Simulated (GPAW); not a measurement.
## A Si chain with a Se atom on top of one atom: transmission at several levels: grid spacing 0.22, potential alignment off: h = 0.22 and align = false

GPAW 26.7.0; GPAW LCAO, PAW setups; Landauer transmission from Green's functions with principal layers (ASE), zero bias.

The real-space grid carries density and potential; a coarse one breaks translation symmetry along the lead and scatters electrons that should pass. Without the shift, lead and junction are matched by their Fermi levels alone.

run.py reads:

```python
import json
import numpy as np
from ase import Atoms
from ase.transport.calculators import TransportCalculator
from gpaw import GPAW, FermiDirac
from gpaw.lcao.tools import get_lcao_hamiltonian
from scipy.linalg import eigh

# The junction with lead layers at both ends, along the third cell vector
device = Atoms(
    ['Si', 'Si', 'Si', 'Si', 'Si', 'Si', 'Se', 'Si', 'Si', 'Si', 'Si', 'Si'],
    positions=[
        [4.50000, 4.50000, 1.10000],
        [4.50000, 4.50000, 3.30000],
        [4.50000, 4.50000, 5.50000],
        [4.50000, 4.50000, 7.70000],
        [4.50000, 4.50000, 9.90000],
        [4.50000, 4.50000, 12.10000],
        [6.59150, 4.50000, 12.10000],
        [4.50000, 4.50000, 14.30000],
        [4.50000, 4.50000, 16.50000],
        [4.50000, 4.50000, 18.70000],
        [4.50000, 4.50000, 20.90000],
        [4.50000, 4.50000, 23.10000]],
    cell=[[9.0, 0.0, 0.0], [0.0, 9.0, 0.0], [0.0, 0.0, 24.2]],
    pbc=True)

# One principal layer of the lead: the first 3 atoms of the device
lead = Atoms(
    ['Si', 'Si', 'Si'],
    positions=[
        [4.50000, 4.50000, 1.10000],
        [4.50000, 4.50000, 3.30000],
        [4.50000, 4.50000, 5.50000]],
    cell=[[9.0, 0.0, 0.0], [0.0, 9.0, 0.0], [0.0, 0.0, 6.6]],
    pbc=True)

settings = dict(mode='lcao', basis='dzp', xc='PBE', h=0.22,
                occupations=FermiDirac(0.1), maxiter=250,
                mixer=dict(beta=0.1, nmaxold=8, weight=100.0),
                convergence=dict(density=0.0001))
energies = np.arange(-3, 3 + 1e-9, 0.075)
eta = 0.0001
n1, n2 = 1, 1
# k and -k transmit alike, so half of the mesh across the current serves
mesh = [(i, j) for i in range(n1) for j in range(n2) if (i, j) <= (-i % n1, -j % n2)]
weights = np.array([1 if (i, j) == (-i % n1, -j % n2) else 2 for i, j in mesh]) / (n1 * n2)

# [... helper functions left out ...]
fermi_lead = ground_state(lead, (1, 1, 17), 'lead.txt')
fermi_device = ground_state(device, (1, 1, 3), 'device.txt')
# [... loop over the mesh left out, but for ...]
        # Lead and device are aligned by their Fermi levels alone
        shift = 0.0
# [...]
kT = 8.617333e-5 * 300
bias = [0.1, 0.2, 0.5, 1.0, 1.5, 2.0]
# [... integrals and printing left out ...]
```

Started as:

```sh
$ OMP_NUM_THREADS=1 OPENBLAS_NUM_THREADS=1 python run.py
```

Q: Predict the conductance; and current through one cell, from the zero-bias transmission against bias.

Each channel passes at most one electron wave, so a value between whole numbers means that at least one channel is partly reflected. Current over bias at the lowest bias computed gives the conductance there: 107 μS, or 1.39 G₀ with G₀ = 2e²/h = 77.5 μS.

This step gave:

```
conductance                                    : 1.385 G₀
thermopower                                    : -3.917 μV/K
largest coupling past the next principal layer : 5.06e-5 eV
largest misfit of the first principal layer    : 0.04681 eV
shift that aligns the lead                     : 0 eV
transmission at the Fermi level (one spin)     : 1.384
```

One spin. Transmission, zone mean against energy, zero at the Fermi level:

energy (eV), transmission, zone mean and a bar:
```
    -3.00       0.00 
    -2.77       0.00 
    -2.55       0.00 
    -2.40       0.00 
    -2.17       0.00 
    -1.95       0.00 
    -1.73       0.00 
    -1.57       0.00 
    -1.35       0.00 
    -1.12       0.83 ############
    -1.05       1.02 ###############
    -0.90       0.90 #############
    -0.75       1.15 #################
    -0.53       1.22 ##################
    -0.30       1.23 ##################
    -0.07       1.33 ####################
     0.00       1.38 ####################
     0.07       1.44 #####################
     0.30       1.62 ########################
     0.53       1.77 ##########################
     0.75       1.89 ############################
     0.90       1.95 #############################
     1.12       2.01 ##############################
     1.35       2.03 ##############################
     1.57       2.04 ##############################
     1.73       2.04 ##############################
     1.95       2.03 ##############################
     2.17       2.02 ##############################
     2.40       2.01 ##############################
     2.55       2.01 ##############################
     2.77       2.00 #############################
     3.00       2.00 #############################
```

Not self-consistent under bias; the bias window is split evenly. Table of current through one cell, from the zero-bias transmission by bias:

```
bias (V)  current through one cell, from the zero-bias transmission (μA)
   0.100                                                            10.7
   0.200                                                            21.5
   0.500                                                            54.0
   1.000                                                             110
   1.500                                                             169
   2.000                                                             222
```

The transmission of the three most open eigenchannels by energy, zero at the Fermi level:

```
energy (eV)  channel 1  channel 2  channel 3
    -1.5000    1.1e-10    1.1e-11    6.0e-12
    -1.2750      0.173     0.0610    9.0e-10
    -0.9750      0.134     0.0215     3.2e-5
    -0.7500      0.847      0.188      0.116
    -0.5250      0.923      0.239     0.0577
    -0.2250      0.950      0.297    0.00394
     0.0000      0.960      0.314      0.109
     0.2250      0.968      0.300      0.292
     0.5250      0.977      0.545      0.247
     0.7500      0.983      0.707      0.202
     0.9750      0.986      0.825      0.163
     1.2750      0.990      0.917      0.121
     1.5000      0.991      0.953     0.0944
     1.7250      0.991      0.973     0.0714
     2.0250      0.992      0.988     0.0461
     2.2500      0.994      0.992     0.0316
     2.4750      0.997      0.992     0.0211
     2.7750      0.999      0.993     0.0127
     3.0000      0.999      0.993    0.00955
```

[Logs are printed without paths, hosts, clocks, repeated set-up lines and the standing remarks that a program may print on its own settings, such as how far it seeks lower states.]

[Hosts, paths, dates, database ids (printed as entryN), source tags and the programs' standing remarks are cut or masked in the printed files.]
